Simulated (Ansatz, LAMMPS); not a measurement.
# Elastic response of glassy 62P2O5-14Al2O3-24BaO (mol %) (160 atoms)

How stiff is glassy 62P2O5-14Al2O3-24BaO (mol %) (160 atoms)?

Calculated with Ansatz 0.2.0; Kohn-Sham DFT, revPBE, PAW (set soft_2), plane waves.

### 1. The system as given

The cell holds 160 atoms: 36 P, 8 Al, 7 Ba and 109 O. Cell: a = 13.237 Å, b = 13.237 Å, c = 13.237 Å, α = 90.0°, β = 90.0°, γ = 90.0°. 160 atoms (36 P, 8 Al, 7 Ba, 109 O) placed at random at 2.92 g/cm³, melted at 4000 K for 10 ps at fixed volume with the Morse and Coulomb pair potential with partial charges (Pedone, Malavasi, Menziani, Cormack and Segre, J. Phys. Chem. B 110, 11780 (2006)). Quenched from 4000 K to 300 K at 1000 K/ps and fixed volume, held 10 ps at zero pressure.

What the set-up can't give: The quench rate of 1000 K/ps is many orders above laboratory rates, so the cell is likely richer in defects and strain than a real sample. The starting topology of bonds comes from the classical model, and needn't be the one that DFT or experiment would give. The Brillouin zone is sampled at Γ only. Spin–orbit coupling is left out, which matters for the levels of the heavy elements.

### 2. Single point at the start

The forces at the start show how far the geometry lies from a minimum of this functional.

input.yaml

```yaml
crystal:
  lattice:
    - [13.23747, 0.0, 0.0]
    - [0.0, 13.23747, 0.0]
    - [0.0, 0.0, 13.23747]
  atoms:
    - { symbol: P, position: [0.99528, 0.9541, 0.74916] }
    - { symbol: P, position: [0.27526, 0.18947, 0.97901] }
    - { symbol: P, position: [0.92773, 0.49173, 0.67564] }
    - { symbol: P, position: [0.1016, 0.88897, 0.22712] }
    - { symbol: P, position: [0.93831, 0.17201, 0.69385] }
    - { symbol: P, position: [0.59254, 0.78306, 0.01061] }
    - { symbol: P, position: [0.72355, 0.26132, 0.69516] }
    - { symbol: P, position: [0.31513, 0.62033, 0.38442] }
    - { symbol: P, position: [0.1438, 0.7513, 0.48028] }
    - { symbol: P, position: [0.04164, 0.06142, 0.0875] }
    - { symbol: P, position: [0.03879, 0.72592, 0.92942] }
    - { symbol: P, position: [0.08625, 0.50202, 0.15028] }
    - { symbol: P, position: [0.45249, 0.71272, 0.54461] }
    - { symbol: P, position: [0.64923, 0.10191, 0.9346] }
    - { symbol: P, position: [0.17168, 0.17548, 0.4122] }
    - { symbol: P, position: [0.96817, 0.3448, 0.8551] }
    - { symbol: P, position: [0.88604, 0.79761, 0.24143] }
    - { symbol: P, position: [0.48616, 0.40813, 0.70934] }
    - { symbol: P, position: [0.42251, 0.01803, 0.72112] }
    - { symbol: P, position: [0.80045, 0.26468, 0.99174] }
    - { symbol: P, position: [0.21365, 0.23888, 0.63554] }
    - { symbol: P, position: [0.24079, 0.94858, 0.39583] }
    - { symbol: P, position: [0.51395, 0.32878, 0.49061] }
    - { symbol: P, position: [0.47057, 0.39777, 0.17172] }
    - { symbol: P, position: [0.46945, 0.21473, 0.84202] }
    - { symbol: P, position: [0.7282, 0.93858, 0.13213] }
    - { symbol: P, position: [0.61148, 0.13011, 0.41935] }
    - { symbol: P, position: [0.81029, 0.78998, 0.46255] }
    - { symbol: P, position: [0.61983, 0.47407, 0.33682] }
    - { symbol: P, position: [0.77783, 0.75516, 0.78139] }
    - { symbol: P, position: [0.67326, 0.56067, 0.00985] }
    - { symbol: P, position: [0.38291, 0.86431, 0.07732] }
    [... 122 atom lines left out ...]
    - { symbol: O, position: [0.29183, 0.79586, 0.07397] }
    - { symbol: O, position: [0.58396, 0.4641, 0.72937] }
    - { symbol: O, position: [0.91701, 0.43614, 0.91324] }
    - { symbol: O, position: [0.71642, 0.1092, 0.45514] }
    - { symbol: O, position: [0.97632, 0.81297, 0.96881] }
    - { symbol: O, position: [0.82979, 0.2172, 0.0985] }
kpoints:
  mp_grid: { grid: [1, 1, 1] }
hamiltonian:
  xc: revpbe
scf:
  occupations: { method: fixed }
output:
  forces: true
```

The run is started by

```
> ansatz run input.yaml --threads 4 --pin off --max-ram 8192MiB --backend cpu --events-out ev --progress --plain --runs-dir out
```

Log:

```text
Engine: ansatz 0.2.0, x86_64-unknown-linux-gnu
Pseudopotentials: kind: paw
Pseudopotential: P, paw, valence charge 5, recommended cutoff 420 eV (normal), P.paw.azcp
Pseudopotential: Al, paw, valence charge 3, recommended cutoff 420 eV (normal), Al.paw.azcp
Pseudopotential: Ba, paw, valence charge 10, recommended cutoff 420 eV (normal), Ba.paw.azcp
Pseudopotential: O, paw, valence charge 6, recommended cutoff 420 eV (normal), O.paw.azcp
[... 5 lines on functional and potentials left out ...]
Crystal: 160 atoms, lattice volume = 2319.610 Å³
Basis set: ecut = 420 eV, 45385 PW (Γ), exchange–correlation on 180×180×180 points (8 copies of the dense FFT grid, shifted against one another)
Bands: 624, of which v1, the nominal top of the filled ones, is band 464 counted from 1 (463 counted from 0)
Symmetry: 1 space group operations
Space group: P1 (ITA 1), of the structure as read, at distance tolerance 1.3e-4 Å
k-points: 1
[... 13 lines on functional and potentials left out ...]
Initial density: superposition of atomic densities (neutral atoms: chi_scale 0, normalization atom), corrected by the library's trained network
Initial wavefunctions: pseudopotential atomic-orbital guess
Functional: x = revpbe(κ = 1.245, μ = 0.219515), c = pbe(β = 0.066725)
SCF iter   1: F=—  HF=-135360.356969 eV  |F-HF|=—  |Δ(HF+E_count)|=         —  Δρ=6.18e-3  dr2=1.32e0  ethr=1.77e-3  ⟨swp⟩=7.0  Hψ=2889  notcnv=0  defer=158
preconditioner: auto → Resta (q_TF=auto, 2.342 Å⁻¹)  ε∞=3.0  [insulator: Δε(μ)=2.162 eV  Ē_g=16.312 eV  n_scr=484 (ndim 8)  ℏωp=23.3 eV  f_vac=0.182  ε∞_Penn≈3.0]
SCF iter   2: F=—  HF=-135360.108704 eV  |F-HF|=—  |Δ(HF+E_count)|=   2.48e-1  Δρ=3.22e-3  dr2=2.41e-1  ethr=1.42e-4  ⟨swp⟩=4.0  Hψ=1048  notcnv=0  defer=158
SCF iter   3: F=—  HF=-135360.075509 eV  |F-HF|=—  |Δ(HF+E_count)|=   3.32e-2  Δρ=1.31e-3  dr2=7.36e-2  ethr=2.60e-5  ⟨swp⟩=4.0  Hψ=856  notcnv=0  defer=145
automatic band count: iteration 3 solves 611 bands in place of 624: the levels show a gap, and the empty bands left out lie too high to hold charge; the band table lists the bands solved (type scf.n_extra_bands for more)
SCF iter   4: F=—  HF=-135360.061677 eV  |F-HF|=—  |Δ(HF+E_count)|=   1.38e-2  Δρ=5.71e-4  dr2=7.83e-3  ethr=7.93e-6  ⟨swp⟩=4.0  Hψ=873  notcnv=0  defer=145
SCF iter   5: F=—  HF=-135360.061348 eV  |F-HF|=—  |Δ(HF+E_count)|=   3.29e-4  Δρ=2.81e-4  dr2=1.70e-3  ethr=8.44e-7  ⟨swp⟩=3.0  Hψ=1059  notcnv=0  defer=145
SCF iter   6: F=—  HF=-135360.061462 eV  |F-HF|=—  |Δ(HF+E_count)|=   1.15e-4  Δρ=9.11e-5  dr2=1.66e-4  ethr=1.83e-7  ⟨swp⟩=3.0  Hψ=865  notcnv=0  defer=145
SCF iter   7: F=—  HF=-135360.061547 eV  |F-HF|=—  |Δ(HF+E_count)|=   8.49e-5  Δρ=4.75e-5  dr2=4.51e-5  ethr=1.79e-8  ⟨swp⟩=3.0  Hψ=1128  notcnv=0  defer=145
SCF iter   8: F=—  HF=-135360.062597 eV  |F-HF|=—  |Δ(HF+E_count)|=   1.05e-3  Δρ=1.29e-5  dr2=3.45e-6  ethr=4.86e-9  ⟨swp⟩=3.0  Hψ=1108  notcnv=0  defer=145
SCF iter   9: F=—  HF=-135360.062601 eV  |F-HF|=—  |Δ(HF+E_count)|=   4.03e-6  Δρ=6.39e-6  dr2=7.81e-7  ethr=3.72e-10  ⟨swp⟩=3.0  Hψ=1077  notcnv=0  defer=145
SCF iter  10: F=—  HF=-135360.062601 eV  |F-HF|=—  |Δ(HF+E_count)|=   2.13e-7  Δρ=2.86e-6  dr2=1.56e-7  ethr=8.41e-11  ⟨swp⟩=3.0  Hψ=959  notcnv=0  defer=145
SCF iter  11: F=-135360.062601 eV  HF=-135360.062601 eV  |F-HF|=1.54e-8  |Δ(HF+E_count)|=   4.28e-8  Δρ=7.18e-7  dr2=1.18e-8  ethr=1.08e-11  ⟨swp⟩=6.0  Hψ=1803  notcnv=0
SCF 1 converged in 11 iterations: F = -135360.062601 eV  dr2 = 1.18e-8
  greatest PAW one-centre occupation: 0.954 electrons in one spin orbital (limit 2), on the Ba atom at site 44 (counted from 0), in its partial waves of l = 0
SCF converged after 11 iterations
Free energy (F): -135360.062601 eV
Harris-Foulkes:  -135360.062601 eV  (|F-HF|=1.54e-8)
Internal energy: -135360.062601 eV  (E = F + TS)
E sigma→0 (E₀):  -135360.062601 eV
Fermi energy:    5.168173 eV
--- Per-component energies (eV) ---
  E_band       = -4609.329515
  E_kinetic    = 23673.892943
  E_local      = -69437.961048  (includes V_loc(G=0)·N_el)
  E_nonlocal   = 6709.674990
  E_hartree    = 26349.560901
  E_xc         = -11889.362854
  E_vxc        = -13775.132924  (∫ρ·V_xc dr)
  E_paw        = -78370.246563  (= ΣΔE_a)
  E_vpaw       = -4479.198978  (= ΣTr[D̂ρ^β])
  E_aug_tail   = 0.274752  (compensation charges beyond the density's cutoff)
  E_ewald      = -32393.004634
  E_core_change = -2.891088  (= ΣΔE_core)
  E_smearing   = -0.000000  (= −TS)
  E_closure    = -0.000000  (closes the sum)
  Σ components = -135360.062601   (vs F -135360.062601, Δ=0.00e0)
--- Forces (eV/Å), atoms counted from 1 ---
  atom   1  P      0.32418077     1.20959456     1.32305312
  atom   2  P     -0.00187814    -1.84873553     0.89999083
  atom   3  P     -2.27893206    -0.03054454     0.24831817
  atom   4  P     -3.59664782     2.59041285     2.37113238
  atom   5  P     -2.96681713     3.28841224     0.44147975
  atom   6  P     -1.44407938     1.32390565    -0.54116779
  atom   7  P     -1.70285556     1.33211433     1.39575816
  atom   8  P      0.33910426     0.15378351    -3.02508921
  atom   9  P     -1.50557664    -0.49005235    -6.57764437
  atom  10  P      0.24520082     1.45098593    -3.20684067
  atom  11  P     -4.14541348    -0.62610458     1.66580511
  atom  12  P     -0.12376644    -0.74660698    -0.60072425
  atom  13  P      0.89035690    -0.30101681     2.55693004
  atom  14  P     -0.45124650    -2.62471852    -1.88248064
[...]
atom 159  O      0.56235415     0.58761893     1.39718288
  atom 160  O      0.48498331    -0.29360753     0.77700571
  max |Σ_I F_I| component: 1.30e-4 eV/Å
```

Elapsed: 19 s, on 4 threads of AMD EPYC 9R45, shared host; peak memory 3.5 GiB.

The r.m.s. force at the start is 1.4 eV/Å.

### 3. Cell and atoms relaxed

Cell and atoms are freed together, to release stress as well as forces.

input.yaml

```yaml
crystal:
  lattice:
    - [13.23747, 0.0, 0.0]
    - [0.0, 13.23747, 0.0]
    - [0.0, 0.0, 13.23747]
  atoms:
    [... the 160 atom lines of step 2 ...]
kpoints:
  mp_grid: { grid: [1, 1, 1] }
hamiltonian:
  xc: revpbe
scf:
  occupations: { method: fixed }
output:
  forces: true
relax:
  f_tol: 0.05
  max_steps: 150
  cell: {}
```

Log:

```text
[...]
Crystal: 160 atoms, lattice volume = 2319.610 Å³
Basis set: ecut = 420 eV, 45385 PW (Γ), exchange–correlation on 180×180×180 points (8 copies of the dense FFT grid, shifted against one another)
Bands: 624, of which v1, the nominal top of the filled ones, is band 464 counted from 1 (463 counted from 0)
Symmetry: 1 space group operations
[...]
k-points: 1
[...]
SCF iter   1: F=—  HF=-135360.356971 eV  |F-HF|=—  |Δ(HF+E_count)|=         —  Δρ=6.18e-3  dr2=1.32e0  ethr=1.77e-3  ⟨swp⟩=7.0  Hψ=2889  notcnv=0  defer=158
[...]
SCF iter   5: F=—  HF=-135360.061353 eV  |F-HF|=—  |Δ(HF+E_count)|=   2.85e-4  Δρ=2.81e-4  dr2=1.70e-3  ethr=8.44e-7  ⟨swp⟩=3.0  Hψ=1059  notcnv=0  defer=145
[...]
SCF iter  10: F=—  HF=-135360.062601 eV  |F-HF|=—  |Δ(HF+E_count)|=   2.12e-7  Δρ=2.86e-6  dr2=1.56e-7  ethr=8.42e-11  ⟨swp⟩=3.0  Hψ=959  notcnv=0  defer=145
SCF iter  11: F=-135360.062601 eV  HF=-135360.062601 eV  |F-HF|=1.55e-8  |Δ(HF+E_count)|=   4.28e-8  Δρ=7.18e-7  dr2=1.18e-8  ethr=1.08e-11  ⟨swp⟩=6.0  Hψ=1803  notcnv=0
SCF 1 converged in 11 iterations: F = -135360.062601 eV  dr2 = 1.18e-8
[...]
relax step   1: F+E_penalty+E_count = -135360.06260100 eV  Δ(F+E_penalty+E_count) = +0.000e0 eV  max|allowed force component| = 6.578e0 eV/Å  Δτ_max = 0.0000 Å  P = +4.713 GPa  Ω = 2319.610 Å³  (11 SCF iters, dr2 threshold 1.00e-7 eV, accepted)
[... from here on, the SCF cycles and remarks between the steps are left out ...]
relax step   2: F+E_penalty+E_count = -135367.18428900 eV  Δ(F+E_penalty+E_count) = -7.122e0 eV  max|allowed force component| = 4.017e0 eV/Å  Δτ_max = 0.1978 Å  P = +2.836 GPa  Ω = 2325.807 Å³  energy of the carried Pulay correction = -1.899e-2 eV  (8 SCF iters, dr2 threshold 1.60e-5 eV, accepted)
relax step   3: F+E_penalty+E_count = -135374.51041578 eV  Δ(F+E_penalty+E_count) = -7.326e0 eV  max|allowed force component| = 1.617e0 eV/Å  Δτ_max = 0.1971 Å  P = -0.107 GPa  Ω = 2345.525 Å³  energy of the carried Pulay correction = -7.907e-2 eV  (8 SCF iters, dr2 threshold 1.60e-5 eV, accepted)
relax step   4: F+E_penalty+E_count = -135376.84128089 eV  Δ(F+E_penalty+E_count) = -2.331e0 eV  max|allowed force component| = 1.435e0 eV/Å  Δτ_max = 0.1948 Å  P = -0.566 GPa  Ω = 2359.086 Å³  energy of the carried Pulay correction = -1.201e-1 eV  (8 SCF iters, dr2 threshold 1.60e-5 eV, accepted)
relax step   5: F+E_penalty+E_count = -135378.25469183 eV  Δ(F+E_penalty+E_count) = -1.413e0 eV  max|allowed force component| = 8.986e-1 eV/Å  Δτ_max = 0.1959 Å  P = -0.440 GPa  Ω = 2363.390 Å³  energy of the carried Pulay correction = -1.331e-1 eV  (8 SCF iters, dr2 threshold 1.60e-5 eV, accepted)
relax step   6: F+E_penalty+E_count = -135379.29343062 eV  Δ(F+E_penalty+E_count) = -1.039e0 eV  max|allowed force component| = 6.470e-1 eV/Å  Δτ_max = 0.2000 Å  P = -0.299 GPa  Ω = 2376.272 Å³  energy of the carried Pulay correction = -1.717e-1 eV  (8 SCF iters, dr2 threshold 1.60e-5 eV, accepted)
relax step   7: F+E_penalty+E_count = -135380.15377065 eV  Δ(F+E_penalty+E_count) = -8.603e-1 eV  max|allowed force component| = 7.346e-1 eV/Å  Δτ_max = 0.1938 Å  P = -0.109 GPa  Ω = 2373.026 Å³  energy of the carried Pulay correction = -1.620e-1 eV  (8 SCF iters, dr2 threshold 1.60e-5 eV, accepted)
relax step   8: F+E_penalty+E_count = -135380.73924684 eV  Δ(F+E_penalty+E_count) = -5.855e-1 eV  max|allowed force component| = 7.943e-1 eV/Å  Δτ_max = 0.1064 Å  P = +0.038 GPa  Ω = 2372.640 Å³  energy of the carried Pulay correction = -1.609e-1 eV  (7 SCF iters, dr2 threshold 1.60e-5 eV, accepted)
relax step   9: F+E_penalty+E_count = -135381.54034202 eV  Δ(F+E_penalty+E_count) = -8.011e-1 eV  max|allowed force component| = 7.763e-1 eV/Å  Δτ_max = 0.1928 Å  P = -0.144 GPa  Ω = 2379.364 Å³  energy of the carried Pulay correction = -1.810e-1 eV  (8 SCF iters, dr2 threshold 1.60e-5 eV, accepted)
relax step  10: F+E_penalty+E_count = -135382.03262022 eV  Δ(F+E_penalty+E_count) = -4.923e-1 eV  max|allowed force component| = 5.299e-1 eV/Å  Δτ_max = 0.2000 Å  P = -0.062 GPa  Ω = 2376.972 Å³  energy of the carried Pulay correction = -1.738e-1 eV  (7 SCF iters, dr2 threshold 1.60e-5 eV, accepted)
relax step  11: F+E_penalty+E_count = -135382.39934843 eV  Δ(F+E_penalty+E_count) = -3.667e-1 eV  max|allowed force component| = 7.960e-1 eV/Å  Δτ_max = 0.1948 Å  P = +0.086 GPa  Ω = 2382.264 Å³  energy of the carried Pulay correction = -1.897e-1 eV  (7 SCF iters, dr2 threshold 1.60e-5 eV, accepted)
relax step  12: F+E_penalty+E_count = -135382.72403197 eV  Δ(F+E_penalty+E_count) = -3.247e-1 eV  max|allowed force component| = 1.237e0 eV/Å  Δτ_max = 0.1951 Å  P = -0.471 GPa  Ω = 2393.465 Å³  energy of the carried Pulay correction = -2.230e-1 eV  (8 SCF iters, dr2 threshold 1.60e-5 eV, accepted)
[...]
relax step  40: F+E_penalty+E_count = -135386.91205118 eV  Δ(F+E_penalty+E_count) = +2.762e-2 eV  max|allowed force component| = 2.483e-1 eV/Å  Δτ_max = 0.1125 Å  P = +0.102 GPa  Ω = 2431.602 Å³  energy of the carried Pulay correction = -3.355e-1 eV  (9 SCF iters, dr2 threshold 5.67e-7 eV, rejected (line search))
relax step  41: F+E_penalty+E_count = -135386.94961238 eV  Δ(F+E_penalty+E_count) = -9.940e-3 eV  max|allowed force component| = 3.660e-2 eV/Å  Δτ_max = 0.0348 Å  P = +0.007 GPa  Ω = 2436.010 Å³  energy of the carried Pulay correction = -3.484e-1 eV  (12 SCF iters, accepted)
relax step  42: F+E_penalty+E_count = -135387.99055046 eV  Δ(F+E_penalty+E_count) = -1.041e0 eV  max|allowed force component| = 4.129e-2 eV/Å  Δτ_max = 0.0000 Å  P = +0.654 GPa  Ω = 2436.010 Å³  stress off target by 1.44e0 GPa  SCF on the basis re-selected at this cell (its energy is not comparable with the rows above)  (9 SCF iters)
[...]
relax step  44: F+E_penalty+E_count = -135388.08315199 eV  Δ(F+E_penalty+E_count) = -4.021e-3 eV  max|allowed force component| = 1.566e-1 eV/Å  Δτ_max = 0.0668 Å  P = -0.089 GPa  Ω = 2486.474 Å³  energy of the carried Pulay correction = -1.641e-1 eV  (8 SCF iters, dr2 threshold 9.15e-7 eV, accepted)
relax step  45: F+E_penalty+E_count = -135388.04283141 eV  Δ(F+E_penalty+E_count) = +4.032e-2 eV  max|allowed force component| = 3.331e-1 eV/Å  Δτ_max = 0.1266 Å  P = +0.027 GPa  Ω = 2501.130 Å³  energy of the carried Pulay correction = -2.172e-1 eV  (9 SCF iters, dr2 threshold 1.53e-6 eV, accepted)
relax step  46: F+E_penalty+E_count = -135388.07579906 eV  Δ(F+E_penalty+E_count) = -3.297e-2 eV  max|allowed force component| = 1.733e-1 eV/Å  Δτ_max = 0.0836 Å  P = +0.015 GPa  Ω = 2501.362 Å³  energy of the carried Pulay correction = -2.181e-1 eV  (7 SCF iters, dr2 threshold 6.94e-6 eV, accepted)
relax step  47: F+E_penalty+E_count = -135388.08621066 eV  Δ(F+E_penalty+E_count) = -1.041e-2 eV  max|allowed force component| = 1.300e-1 eV/Å  Δτ_max = 0.0660 Å  P = +0.011 GPa  Ω = 2500.516 Å³  energy of the carried Pulay correction = -2.150e-1 eV  (7 SCF iters, dr2 threshold 1.88e-6 eV, accepted)
relax step  48: F+E_penalty+E_count = -135387.98686797 eV  Δ(F+E_penalty+E_count) = +9.934e-2 eV  max|allowed force component| = 2.830e-1 eV/Å  Δτ_max = 0.2000 Å  P = -0.011 GPa  Ω = 2511.022 Å³  energy of the carried Pulay correction = -2.548e-1 eV  (9 SCF iters, dr2 threshold 1.06e-6 eV, rejected (line search))
relax step  49: F+E_penalty+E_count = -135388.08416092 eV  Δ(F+E_penalty+E_count) = +2.050e-3 eV  max|allowed force component| = 7.075e-2 eV/Å  Δτ_max = 0.0737 Å  P = +0.023 GPa  Ω = 2505.177 Å³  energy of the carried Pulay correction = -2.325e-1 eV  (12 SCF iters, accepted)
relax step  50: F+E_penalty+E_count = -135388.08005396 eV  Δ(F+E_penalty+E_count) = +4.107e-3 eV  max|allowed force component| = 3.817e-2 eV/Å  Δτ_max = 0.0278 Å  P = -0.012 GPa  Ω = 2507.097 Å³  energy of the carried Pulay correction = -2.397e-1 eV  (8 SCF iters, dr2 threshold 3.13e-7 eV, accepted)
relax step  51: F+E_penalty+E_count = -135388.36585491 eV  Δ(F+E_penalty+E_count) = -2.858e-1 eV  max|allowed force component| = 3.866e-2 eV/Å  Δτ_max = 0.0000 Å  P = +0.052 GPa  Ω = 2507.097 Å³  stress off target by 2.44e-1 GPa  SCF on the basis re-selected at this cell (its energy is not comparable with the rows above)  (8 SCF iters)
relax step  52: F+E_penalty+E_count = -135388.34932969 eV  Δ(F+E_penalty+E_count) = +1.653e-2 eV  max|allowed force component| = 1.586e-1 eV/Å  Δτ_max = 0.0796 Å  P = -0.055 GPa  Ω = 2518.142 Å³  energy of the carried Pulay correction = -3.305e-2 eV  (9 SCF iters, dr2 threshold 1.49e-7 eV, accepted)
relax step  53: F+E_penalty+E_count = -135388.34755482 eV  Δ(F+E_penalty+E_count) = +1.775e-3 eV  max|allowed force component| = 4.501e-2 eV/Å  Δτ_max = 0.0230 Å  P = -0.027 GPa  Ω = 2520.267 Å³  energy of the carried Pulay correction = -3.952e-2 eV  (7 SCF iters, dr2 threshold 1.57e-6 eV, accepted)
relax step  54: F+E_penalty+E_count = -135388.34728392 eV  Δ(F+E_penalty+E_count) = +2.709e-4 eV  max|allowed force component| = 3.359e-2 eV/Å  Δτ_max = 0.0206 Å  P = +0.002 GPa  Ω = 2521.126 Å³  energy of the carried Pulay correction = -4.215e-2 eV  (9 SCF iters, dr2 threshold 6.32e-9 eV, accepted)
relax step  55: F+E_penalty+E_count = -135388.39289157 eV  Δ(F+E_penalty+E_count) = -4.561e-2 eV  max|allowed force component| = 3.361e-2 eV/Å  Δτ_max = 0.0000 Å  P = +0.011 GPa  Ω = 2521.126 Å³  stress off target by 4.97e-2 GPa  SCF on the basis re-selected at this cell (its energy is not comparable with the rows above)  (7 SCF iters)
[...]
SCF converged after 7 iterations
Free energy (F): -135388.392892 eV
[...]
Internal energy: -135388.392892 eV  (E = F + TS)
E sigma→0 (E₀):  -135388.392892 eV
Fermi energy:    2.984638 eV
[...]
Σ components = -135388.392892   (vs F -135388.392892, Δ=0.00e0)
--- Forces (eV/Å), atoms counted from 1 ---
  atom   1  P     -0.00339510     0.00948788     0.00087093
  atom   2  P     -0.02927009    -0.00379190    -0.02241864
  atom   3  P     -0.01193512    -0.00297481    -0.00274232
  atom   4  P     -0.00490568     0.00536926    -0.01104174
[...]
atom 160  O      0.00462300    -0.01804153    -0.00843668
  max |Σ_I F_I| component: 6.62e-5 eV/Å
--- Stress (GPa, compression-positive) ---
       -0.008266       0.007174      -0.001917
        0.007172      -0.000175      -0.019069
       -0.001918      -0.019064       0.042083
  P = ⅓ Tr σ = 0.0112 GPa (0.112 kbar)
--- Relaxed structure (52 steps of the walk, 47 accepted, 3 SCFs on fresh bases) ---
  F+E_penalty+E_count = -135388.39289157 eV   max|allowed force component| = 3.361e-2 eV/Å   (the final SCF, on the basis selected at the relaxed cell)
  cell:  # Å, volume = 2521.1263 Å³
    - [13.504152, 0.00299893, 0.357336]
    - [0.00299893, 12.717202, -0.214523]
    - [0.357336, -0.214523, 14.693405]
  atoms:
    - { symbol: P, position: [1.002884, 0.986318, 0.770397] }
    - { symbol: P, position: [0.329921, 0.201950, 0.939937] }
    - { symbol: P, position: [0.909733, 0.517455, 0.625931] }
    - { symbol: P, position: [0.082696, 0.861916, 0.178149] }
[...]
- { symbol: O, position: [0.826979, 0.204564, 0.101157] }
```

Elapsed: 14 min, on 4 threads; peak memory 3.8 GiB.

The relaxation converged after 52 steps, with a largest force component of 0.034 eV/Å.

(Part 1 of 3 ends here.)

[Long decimals in the printed logs are rounded to 6 places.]

[Logs are printed without paths, hosts, clocks, repeated set-up lines and the standing remarks that a program may print on its own settings, such as how far it seeks lower states.]

[Hosts, paths, dates, database ids (printed as entryN), source tags and the programs' standing remarks are cut or masked in the printed files.]
